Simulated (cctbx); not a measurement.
# Accept or mend?

Cell a = 9.9390 Å, b = 9.9390 Å, c = 8.1130 Å, α = 90.00°, β = 90.00°, γ = 120.00°; space group R-3m (no. 166).

The data are simulated with cctbx, not measured: Cu Kα, λ = 1.54184 Å, to d = 0.83 Å, 95 % of the full sphere, strongest reflection 70000 counts, noise from counting, a 6 % proportional error and a noise floor of 8 counts (s.d.); no absorption.

An anisotropic refinement with weights 1/σ² prints:

```text
Rint 0.047, 173 unique reflections to 0.83 A
cycle     R1     wR2    GooF  max shift (A)
   1  0.0643  0.2219   9.188   0.00213
   2  0.0701  0.2085   8.637   0.00000
final R1 0.0701 wR2 0.2085 GooF 8.637  parameters 13  data/parameter 13.3
atom        x        y        z      Ueq    occ   su(xyz)  su(Uiso or U11)
Rh1    0.08918  0.17836  0.36739   0.0178  1.000  0.00029  0.0014
Rh2    0.63461  0.63461  0.50000   0.0144  1.000  0.00019  0.0013
Sc1    0.00000  0.00000  0.00000   0.0209  1.000  0.00000  0.0041
difference map: max 10.30 min -2.05 rms 0.99
Q1    0.0401  0.5201  0.2851   18   10.35  2.15 A from Rh2
Q2    0.0875  0.1750  0.3789   18    4.84  0.10 A from Rh1
Q3    0.0000  0.3584  0.5000   18    4.09  0.07 A from Rh2
Q4    0.1203  0.2407  0.0659   18    0.94  2.06 A from Rh2
Q5    0.0420  0.5210  0.8496   18    0.92  1.78 A from Rh1
Q6    0.0333  0.5166  0.9473   18    0.78  1.26 A from Rh1
```

Q: Accept it or mend it, and why?

Mend it. The fault: an atom left out, N at (0.8546, 0.7091, 0.3811). Against the right model at the same level, R1 goes from 0.0081 to 0.0701 and GooF from 0.84 to 8.64 and the top difference peak, 10.3 e/Å³, lies 2.15 Å from Rh2. Q1 is the missing atom. With scattering power missing, scale and phases suffer, so peaks may also grow on the heavy atoms.

The compound is ScRh12N6. The right model at the same level gives:

```text
Rint 0.047, 173 unique reflections to 0.83 A
cycle     R1     wR2    GooF  max shift (A)
   1  0.0085  0.0210   0.885   0.00045
   2  0.0081  0.0199   0.839   0.00000
final R1 0.0081 wR2 0.0199 GooF 0.839  parameters 19  data/parameter 9.1
atom        x        y        z      Ueq    occ   su(xyz)  su(Uiso or U11)
Rh1    0.08908  0.17817  0.36755   0.0215  1.000  0.00003  0.0001
Rh2    0.63473  0.63473  0.50000   0.0186  1.000  0.00002  0.0001
Sc1    0.00000  0.00000  0.00000   0.0243  1.000  0.00000  0.0004
N1     0.85462  0.70924  0.38102   0.0368  1.000  0.00038  0.0011
difference map: max 0.49 min -0.46 rms 0.11
Q1    0.0000  0.0000  0.3120    6    0.49  1.60 A from Rh1
Q2    0.0962  0.5481  0.1899   18    0.36  0.90 A from N1
Q3    0.0141  0.2717  0.7272   36    0.31  1.02 A from Rh2
Q4    0.0396  0.0792  0.7800   18    0.30  1.79 A from Rh1
Q5    0.0598  0.1196  0.2450   18    0.30  1.11 A from Rh1
Q6    0.0488  0.4617  0.4233   36    0.29  1.04 A from Rh2
```

The model is made up (kin elements in a known structure type, no relaxation), so it says nothing on whether the phase exists.

[Middle refinement cycles are left out of these outputs.]

[Logs are printed without paths, hosts, clocks, repeated set-up lines and the standing remarks that a program may print on its own settings, such as how far it seeks lower states.]
